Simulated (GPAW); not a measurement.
# Surface energy and work function of Ir(110) from slabs of 4 to 14 layers (LDA)

How do energy and work function of Ir(110) films settle with thickness, and what surface energy follows?

**Method.** GPAW 26.7.0, plane waves at 450 eV with PAW setups; symmetric 1×1 slabs cut at the tabulated lattice constant (two decimals; low-temperature values for the alkali metals), atoms at bulk places, 7.5 Å of vacuum on each side, one in-plane mesh for all thicknesses, Fermi-Dirac smearing of 0.1 eV. Energies are extrapolated to zero smearing and count from the program's reference atoms. Functional LDA. The cell's area is 10.427 Å².

Results, with one row withheld:

```
layers  energy (eV)  work function (eV)
     4     −38.2564                5.31
     5     −49.2343                5.36
     6     −60.1789                5.42
     7     −71.0265                5.38
     8     −81.8904                5.37
     9     −92.7365                5.45
    10    −103.5993                5.39
    11    −114.4396                5.40
    12    −125.3035                5.42
    14            ?                   ?
```

**Question.** What surface energy do these runs give, and what energy and work function should the 14-layer slab have?

Worked answer. A slab of n layers has E(n) = nε + 2Aγ once its middle is bulk-like. A line through n = 6 to 12 has the slope ε = −10.8539 eV a layer and the intercept 2Aγ = 4.9458 eV (r.m.s. residual 4.8 meV). So γ = 4.9458 / (2 × 10.427 Å²) = 0.2372 eV/Å² = 3.80 J/m², with a standard error of about 0.01 J/m² from the scatter about the line. For 14 layers: 4.9458 + 14 × (−10.8539) = −147.009 eV; the run gives −147.036 eV, 27.5 meV under the line. The work function has no such law: from 6 to 12 layers it moves between 5.37 and 5.45 eV (mean 5.40), and the 14-layer slab gives 5.39 eV. The thinnest slab, 4 layers, lies −0.09 eV from that mean. The values go up and down with thickness, as expected where levels confined across the film cross the Fermi level one by one. The measured value for this face is 5.42 eV (“Anisotropic work function of elemental crystals” (2019, arxiv:1902.07811)), for a face that reconstructs.

**Limits.** The surfaces are unrelaxed, so γ is an upper bound for this functional and lattice constant. The tabulated lattice constant isn't the functional's own, which strains the slab a little. Spin-orbit coupling is left out.

[Logs are printed without paths, hosts, clocks, repeated set-up lines and the standing remarks that a program may print on its own settings, such as how far it seeks lower states.]
